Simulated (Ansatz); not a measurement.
## A failed many-body run on ZnAs2 (P2_1/c)

What is wrong with this input for ZnAs2 (P2_1/c)?

Calculated with Ansatz 0.2.0; G0W0 on r2SCAN, plane waves, PAW.

### 1. The system as given

Symmetry: P2_1/c, No. 14, monoclinic system. Conventional cell: a = 9.287 Å, b = 7.691 Å, c = 8.010 Å, α = 90.00°, β = 102.28°, γ = 90.00°. Nearest to Zn lie 4 As at 2.46 to 2.53 Å. Nearest to Zn lie 4 As at 2.42 to 2.50 Å. As has 2 As at 2.41 to 2.42 Å and 2 Zn at 2.45 to 2.50 Å nearest. Nearest to As lie 2 As at 2.42 to 2.45 Å and 2 Zn at 2.46 to 2.51 Å. Nearest to As lie 2 As at 2.41 Å and 2 Zn at 2.42 to 2.43 Å. As has 2 As at 2.41 to 2.45 Å and 2 Zn at 2.50 to 2.53 Å nearest. Farther neighbours, and contacts between anions beyond the nearest, are not listed.

The cell and positions come from the Crystallography Open Database and are kept as given unless a step says otherwise. The default PAW set here is soft_2. Its files were made with PBE.

### 2. First try

Input file input.yaml:

```yaml
crystal:
  lattice:
    - [9.287, 0.0, 0.0]
    - [0.0, 7.691, 0.0]
    - [-1.7036414537, 0.0, 7.8267302111]
  atoms:
    - { symbol: Zn, position: [0.3925, 0.0963, 0.2207] }
    - { symbol: Zn, position: [0.6075, 0.5963, 0.2793] }
    - { symbol: Zn, position: [0.6075, 0.9037, 0.7793] }
    - { symbol: Zn, position: [0.3925, 0.4037, 0.7207] }
    - { symbol: Zn, position: [0.0809, 0.7479, 0.3957] }
    - { symbol: Zn, position: [0.9191, 0.2479, 0.1043] }
    - { symbol: Zn, position: [0.9191, 0.2521, 0.6043] }
    - { symbol: Zn, position: [0.0809, 0.7521, 0.8957] }
    - { symbol: As, position: [0.2414, 0.4918, 0.4368] }
    - { symbol: As, position: [0.7586, 0.9918, 0.0632] }
    - { symbol: As, position: [0.7586, 0.5082, 0.5632] }
    - { symbol: As, position: [0.2414, 0.0082, 0.9368] }
    - { symbol: As, position: [0.3803, 0.4224, 0.2226] }
    - { symbol: As, position: [0.6197, 0.9224, 0.2774] }
    - { symbol: As, position: [0.6197, 0.5776, 0.7774] }
    - { symbol: As, position: [0.3803, 0.0776, 0.7226] }
    - { symbol: As, position: [0.0691, 0.2532, 0.3919] }
    - { symbol: As, position: [0.9309, 0.7532, 0.1081] }
    - { symbol: As, position: [0.9309, 0.7468, 0.6081] }
    - { symbol: As, position: [0.0691, 0.2468, 0.8919] }
    - { symbol: As, position: [0.2401, 0.013, 0.4345] }
    - { symbol: As, position: [0.7599, 0.513, 0.0655] }
    - { symbol: As, position: [0.7599, 0.987, 0.5655] }
    - { symbol: As, position: [0.2401, 0.487, 0.9345] }
kpoints:
  mp_grid: { grid: [2, 2, 2] }
hamiltonian:
  xc: r2scan
scf:
  occupations: { method: fixed }
gw:
  n_empty_bands: 4
  ecut_chi: 40
  qp_bands: [v4, c4]
  qp_kpoints: band_edges
  screening: { model: contour_deformation }
```

Started as:

```sh
ansatz run input.yaml --threads 3 --pin off --max-ram 92160MiB --backend cuda --events-out ev --progress --plain --runs-dir out --devices 1 --max-vram 13GiB
```

What it wrote:

```text
GPUs: using 1 of 1 available (devices: 1).
Engine: ansatz 0.2.0, x86_64-unknown-linux-gnu
Pseudopotentials: kind: paw
Pseudopotential: Zn, paw, valence charge 12, recommended cutoff 500 eV (meta_gga), Zn.paw.azcp
Pseudopotential: As, paw, valence charge 15, recommended cutoff 500 eV (meta_gga), As.paw.azcp
Functional definition: r2SCAN
  parameter k0 = 0.174
  parameter k1 = 0.065
  parameter a1 = 4.9479
  exchange = r2scan_x(k0 = k0, k1 = k1, a1 = a1)
  correlation = r2scan_c
device memory: the entry about to start is reckoned to put 6.2 GiB on a device that reports 20.0 GiB free (of which the cap on the GPU budget leaves the run 13.0 GiB)
GPU FFT provider: cuFFT
GPU libraries: cuBLAS 13.8.2, cuFFT 12.4.0, cuSOLVER 12.3.4
Crystal: 24 atoms, lattice volume = 559.035 Å³
Basis set: ecut = 500 eV, 14167 PW (Γ), exchange–correlation on 288×240×240 points (64 copies of the dense FFT grid, shifted against one another)
Bands: 202, of which v1, the nominal top of the filled ones, is band 168 counted from 1 (167 counted from 0)
Symmetry: 4 space group operations
Space group: P21/c (ITA 14), of the structure as read, at distance tolerance 8.2e-5 Å
k-points: 8
Non-local potential: Zn, projectors of the file, l = 0: 2, l = 1: 2, l = 2: 3, l = 3: 1
Non-local potential: As, projectors of the file, l = 0: 2, l = 1: 2, l = 2: 3, l = 3: 1
PAW form: soft (Blöchl's): semilocal exchange-correlation on the pseudo side does not see the compensation charge
PAW frozen core: Zn, regenerated for the run's functional (the file was generated under x = pbe(κ = 0.804, μ = 0.219515), c = pbe(β = 0.066725))
PAW frozen core: As, regenerated for the run's functional (the file was generated under x = pbe(κ = 0.804, μ = 0.219515), c = pbe(β = 0.066725))
PAW one-centre angular grid: Zn, 590 points (default); XC on 261 of its mesh's 2673 points in the sphere
PAW one-centre angular grid: As, 590 points (default); XC on 160 Gauss nodes
Initial density: superposition of atomic densities (neutral atoms: chi_scale 0, normalization atom), corrected by the library's trained network
Initial wavefunctions: pseudopotential atomic-orbital guess
GPU buffer pool allocated for 259200 grid points (all kernels)
GPU transforms: local potential and band sums: pruned to the plane-wave sphere, on 72×60×60
Functional: x = r2scan, c = r2scan; τ floored in thin density (d = 2e-4 eV/Å³)
SCF iter   1: F=—  HF=-104443.379032 eV  |F-HF|=—  |Δ(HF+E_count)|=         —  Δρ=1.14e-2  dr2=4.02e-1  dr2_τ=5.12e-2  ethr=1.77e-3  ⟨swp⟩=5.0  Hψ=5170  notcnv=0  defer=251
preconditioner: auto → Resta (q_TF=auto, 2.506 Å⁻¹)  ε∞=4.8  [insulator: Δε(μ)=0.517 eV  Ē_g=10.665 eV  n_scr=150 (ndim 8)  ℏωp=20.8 eV  f_vac=0.120  ε∞_Penn≈4.8]
SCF iter   2: F=—  HF=-104443.409494 eV  |F-HF|=—  |Δ(HF+E_count)|=   3.05e-2  Δρ=2.27e-3  dr2=2.80e-2  dr2_τ=1.55e-3  ethr=1.20e-4  ⟨swp⟩=2.1  Hψ=2750  notcnv=0  defer=250
SCF iter   3: F=—  HF=-104443.396748 eV  |F-HF|=—  |Δ(HF+E_count)|=   1.27e-2  Δρ=2.63e-3  dr2=2.51e-2  dr2_τ=9.88e-5  ethr=8.34e-6  ⟨swp⟩=2.1  Hψ=2021  notcnv=0  defer=254
SCF iter   4: F=—  HF=-104443.395869 eV  |F-HF|=—  |Δ(HF+E_count)|=   8.80e-4  Δρ=8.41e-4  dr2=4.07e-3  dr2_τ=3.56e-5  ethr=7.48e-6  ⟨swp⟩=2.0  Hψ=1981  notcnv=0  defer=254
SCF iter   5: F=—  HF=-104443.395040 eV  |F-HF|=—  |Δ(HF+E_count)|=   8.28e-4  Δρ=2.51e-4  dr2=4.72e-4  dr2_τ=4.41e-6  ethr=1.21e-6  ⟨swp⟩=2.0  Hψ=2749  notcnv=0  defer=254
SCF iter   6: F=—  HF=-104443.395229 eV  |F-HF|=—  |Δ(HF+E_count)|=   1.89e-4  Δρ=1.16e-4  dr2=8.61e-5  dr2_τ=5.94e-7  ethr=1.41e-7  ⟨swp⟩=2.0  Hψ=2075  notcnv=0  defer=229
SCF iter   7: F=—  HF=-104443.395230 eV  |F-HF|=—  |Δ(HF+E_count)|=   8.01e-7  Δρ=6.39e-5  dr2=1.83e-5  dr2_τ=1.95e-7  ethr=2.56e-8  ⟨swp⟩=2.0  Hψ=2187  notcnv=0  defer=229
SCF iter   8: F=—  HF=-104443.395227 eV  |F-HF|=—  |Δ(HF+E_count)|=   3.02e-6  Δρ=1.70e-5  dr2=1.71e-6  dr2_τ=1.57e-8  ethr=5.44e-9  ⟨swp⟩=2.0  Hψ=2025  notcnv=0  defer=229
[...]
E_ewald      = -31241.253045
  E_core_change = -24.779474  (= ΣΔE_core)
  E_smearing   = -0.000000  (= −TS)
  E_closure    = 0.000000  (closes the sum)
  Σ components = -104443.395229   (vs F -104443.395229, Δ=0.00e0)
--- Band table (eV; the first three rows and the last of 8) ---
  k-point 0: bands = [... 164 lower, 6.5570, 7.2582, 7.2707, 7.7693, 8.2627, 8.8198, 9.0228, 9.3747, ... 30 higher]
  k-point 1: bands = [... 164 lower, 6.5196, 6.5196, 6.7473, 6.7473, 9.3290, 9.3290, 9.7035, 9.7035, ... 30 higher]
  k-point 2: bands = [... 164 lower, 6.9477, 6.9477, 7.6589, 7.6589, 8.6971, 8.6971, 9.0024, 9.0024, ... 30 higher]
  k-point 7: bands = [... 164 lower, 6.5667, 6.5667, 6.7868, 6.7868, 9.6640, 9.6640, 9.7587, 9.7587, ... 30 higher]
--- G₀W₀: contour deformation, 7 samples at zero and on the imaginary axis and 1 off it, 8 q-points, 4 empty bands' worth ---
  eigenvalues of the whole cell's RPA ε∞ on this k-mesh (on a slab, of 1 + 4πα/V) = 7.5080, 9.0257, 30.0909; static W/v taken at q = 0 is 0.065218
  gw.qp_kpoints: band_edges: 8 of 8 stored k-points solved, in 1 pass; an edge of the gap read off the rows below is read off those points alone
  `?` marks the rows in doubt; gw_qp.tsv's column doubts and the gw_qp event give each row's grounds
    ik  band        ε_KS         Σx   Σc(E_QP)       V_xc       Z   E_QP_lin       E_QP  E_QP is
     0   165      6.5570   -16.8387     2.0788   -14.8940  0.7168     6.6889     6.6912  root
     0   166      7.2582   -17.2322     2.0592   -15.2408  0.7212     7.3253     7.3260  root
     0   167      7.2707   -18.2747     1.8416   -16.7850  0.7418     7.6113     7.6226  root
     0   168      7.7693   -17.4062     1.9041   -15.7504  0.7369     8.0114     8.0177  root
     0   169      8.2627    -9.6780    -1.6474   -13.2580  0.7570    10.1196    10.1953  root
     0   170      8.8198    -9.1403    -1.6470   -12.6029  0.7522    10.5637    10.6355  root
     0   171      9.0228    -9.5365    -1.6122   -13.3251  0.7643    11.0993    11.1992  root
     0   172      9.3747   -10.3531    -1.8537   -14.4140  0.7396    11.5043    11.5819  root
     1   165      6.5196   -16.6911     2.1130   -14.6959  0.7087     6.6355     6.6374  root
     1   166      6.5196   -16.6911     2.1130   -14.6959  0.7087     6.6355     6.6374  root
     1   167      6.7473   -17.0410     2.0434   -15.2083  0.7204     6.9531     6.9580  root
     1   168      6.7473   -17.0410     2.0434   -15.2083  0.7204     6.9531     6.9580  root
     1   169      9.3290    -9.6097    -1.6546   -13.5059  0.7628    11.4544    11.5706  root ?
     1   170      9.3290    -9.6097    -1.6546   -13.5059  0.7628    11.4544    11.5706  root ?
     1   171      9.7035    -9.0571    -1.6441   -12.9371  0.7646    11.8126    11.9394  root ?
     1   172      9.7035    -9.0571    -1.6441   -12.9371  0.7646    11.8126    11.9394  root ?
     2   165      6.9477   -17.7605     1.9891   -15.9896  0.7308     7.1609     7.1660  root
     2   166      6.9477   -17.7605     1.9891   -15.9896  0.7308     7.1609     7.1660  root
[...]
3   169      9.4096    -9.0503    -1.5479   -12.7323  0.7692    11.4255    11.5436  root ?
     3   170      9.4096    -9.0503    -1.5479   -12.7323  0.7692    11.4255    11.5436  root ?
     3   171      9.4098    -8.5762    -1.5103   -12.2753  0.7761    11.4690    11.5985  root ?
     3   172      9.4098    -8.5762    -1.5103   -12.2753  0.7761    11.4690    11.5985  root ?
[...]
5   169      9.0204    -9.8315    -1.5832   -13.6225  0.7684    11.1110    11.2282  root ?
     5   170      9.0204    -9.8315    -1.5832   -13.6225  0.7684    11.1110    11.2282  root ?
     5   171      9.3923    -8.8544    -1.5790   -12.5672  0.7707    11.4097    11.5261  root ?
     5   172      9.3923    -8.8544    -1.5790   -12.5672  0.7707    11.4097    11.5261  root ?
[...]
6   172      9.4374    -9.7111    -1.7297   -13.5612  0.7474    11.4651    11.5578  root
     7   165      6.5667   -16.9925     2.0659   -15.0893  0.7166     6.7261     6.7293  root
     7   166      6.5667   -16.9925     2.0659   -15.0893  0.7166     6.7261     6.7293  root
     7   167      6.7868   -17.1357     2.0464   -15.2415  0.7200     6.9361     6.9389  root
     7   168      6.7868   -17.1357     2.0464   -15.2415  0.7200     6.9361     6.9389  root
     7   169      9.6640    -9.3282    -1.6591   -13.2149  0.7573    11.7622    11.8917  root ?
     7   170      9.6640    -9.3282    -1.6591   -13.2149  0.7573    11.7622    11.8917  root ?
     7   171      9.7587    -8.9326    -1.5948   -12.7980  0.7598    11.8577    12.0293  root ?
     7   172      9.7587    -8.9326    -1.5948   -12.7980  0.7598    11.8577    12.0293  root ?
[key lines of the parts left out:]
SCF converged after 10 iterations
Free energy (F): -104443.395229 eV
Fermi energy:    7.769323 eV
```

Run time: 31 s. Hardware: 1 × NVIDIA H100 80GB HBM3 (shared by 6 runs) with 3 threads of AMD EPYC 7R13 (Zen 3), shared host; peak memory 2.4 GiB.

**Diagnosis.**

The run ended normally, though the input holds a fault or crude settings.

The fault: four empty bands in G0W0. The sums over empty states are cut off almost at the gap, so screening and correlation are far from complete.

It printed a gap of 2.18 eV, which is an artefact of the settings.

### 3. A better input

Now the one-shot GW correction: screening in the RPA, then the self-energy of the levels asked for.

Changes to input.yaml since step 2:

```diff
@@ -37,4 +37,4 @@
 gw:
-  n_empty_bands: 4
-  ecut_chi: 40
+  n_empty_bands: 680
+  ecut_chi: 66
   qp_bands: [v4, c4]
```

What it wrote:

```text
GPUs: using 1 of 1 available (devices: 1).
[...]
GPU FFT provider: cuFFT
GPU libraries: cuBLAS 13.8.2, cuFFT 12.4.0, cuSOLVER 12.3.4
Crystal: 24 atoms, lattice volume = 559.035 Å³
Basis set: ecut = 500 eV, 14167 PW (Γ), exchange–correlation on 288×240×240 points (64 copies of the dense FFT grid, shifted against one another)
Bands: 202, of which v1, the nominal top of the filled ones, is band 168 counted from 1 (167 counted from 0)
Symmetry: 4 space group operations
[...]
k-points: 8
[...]
GPU buffer pool allocated for 259200 grid points (all kernels)
[...]
SCF iter   1: F=—  HF=-104443.379032 eV  |F-HF|=—  |Δ(HF+E_count)|=         —  Δρ=1.14e-2  dr2=4.02e-1  dr2_τ=5.12e-2  ethr=1.77e-3  ⟨swp⟩=5.0  Hψ=5170  notcnv=0  defer=251
[...]
2   166      6.9477   -17.7605     1.7181   -15.9896  0.7427     6.8949     6.8951  root *
     2   167      7.6589   -17.7221     1.6978   -15.9585  0.7448     7.5928     7.5931  root *
     2   168      7.6589   -17.7221     1.6978   -15.9585  0.7448     7.5928     7.5931  root *
     2   169      8.6971    -9.1738    -3.3798   -12.8100  0.7519     8.9600     8.9534  root *
     2   170      8.6971    -9.1738    -3.3798   -12.8100  0.7519     8.9600     8.9534  root *
     2   171      9.0024   -10.3572    -3.5665   -14.3302  0.7499     9.4405     9.4089  root * ?
     2   172      9.0024   -10.3572    -3.5665   -14.3302  0.7499     9.4405     9.4089  root * ?
[...]
4   169      8.4246   -10.2196    -3.3745   -13.9719  0.7549     8.8252     8.8024  root ?
[...]
7   169      9.6640    -9.3282    -3.5782   -13.2149  0.7474     9.9840     9.9726  root
     7   170      9.6640    -9.3282    -3.5782   -13.2149  0.7474     9.9840     9.9726  root
     7   171      9.7587    -8.9326    -3.5903   -12.7980  0.7495    10.0420    10.0338  root
     7   172      9.7587    -8.9326    -3.5903   -12.7980  0.7495    10.0420    10.0338  root
[key lines of the parts left out:]
SCF converged after 10 iterations
Free energy (F): -104443.395229 eV
Fermi energy:    7.769323 eV
```

Wall time 90 s (1 × NVIDIA H100 80GB HBM3 (shared by 6 runs) with 3 threads); peak memory 4.5 GiB; 2.1 min of CPU time.

Numbers from this step:

- bands summed: 848
- RPA ε∞ on this mesh (eigenvalues): 12.86, 14.10, 35.64
- plane waves in the screening matrix: 673
- q-points in the mesh: 8
- G0W0 gap on the mesh: 0.8554 eV
- k of the valence top: 0, 0, 0
- k of the conduction bottom: 0, 0, 0
- starting gap on the mesh: 0.4934 eV
- Z at the valence top: 0.7463
- Z at the conduction bottom: 0.7555
- least direct G0W0 gap on the computed points: 0.8554 eV

The gap on the mesh goes from 0.49 eV to 0.86 eV, a correction of +0.36 eV. Between the two edge states, bare exchange in place of the xc potential would open the gap by 5.24 eV, and correlation takes back 4.87 eV.

### 4. What came out

| Item | Value |
| --- | --- |
| first try | converged after 31 s |
| better run | G0W0 gap on the mesh 0.86 eV (2×2×2 mesh, 680 empty bands, screening to 66 eV) |

What this shows: The second run differs in: empty bands and screening cutoff (eV). Bands and cutoff are finite, so the gap stands short of the basis limit, usually by up to a few tenths of an eV; the mesh is an error of its own. The 2×2×2 mesh is coarse for this cell (its supercell is 15 Å along the shortest edge). The RPA ε∞ on it, from the r2SCAN start, is 12.86, 14.10 and 35.64; such meshes misread the long-range screening, most where the gap is narrow. The many-body steps are scalar-relativistic: spin-orbit coupling is not in them.

[Long decimals in the printed logs are rounded to 6 places.]

[Logs are printed without paths, hosts, clocks, repeated set-up lines and the standing remarks that a program may print on its own settings, such as how far it seeks lower states.]

[Paths, hosts, dates, memory and timing lines, banners, echoed tables and standing remarks are left out of the program output; an Ansatz launch command may be rebuilt from the run's recorded settings. Measured values are a selection of at most five: reports struck by readers or far from the other reports are left out. None is set beside runs whose start may be inverted or whose files or cutoffs have a known fault.]

[Runs of the session that timed out or met a known fault of the program may be left out.]

[Cells called generated may have been cut or substituted from an entry of the Crystallography Open Database or the Materials Project.]

[Hosts, paths, dates, database ids (printed as entryN), source tags and the programs' standing remarks are cut or masked in the printed files.]

[Where the starting crystal was built by hand or by swapping elements, it need not be the compound's stable phase.]
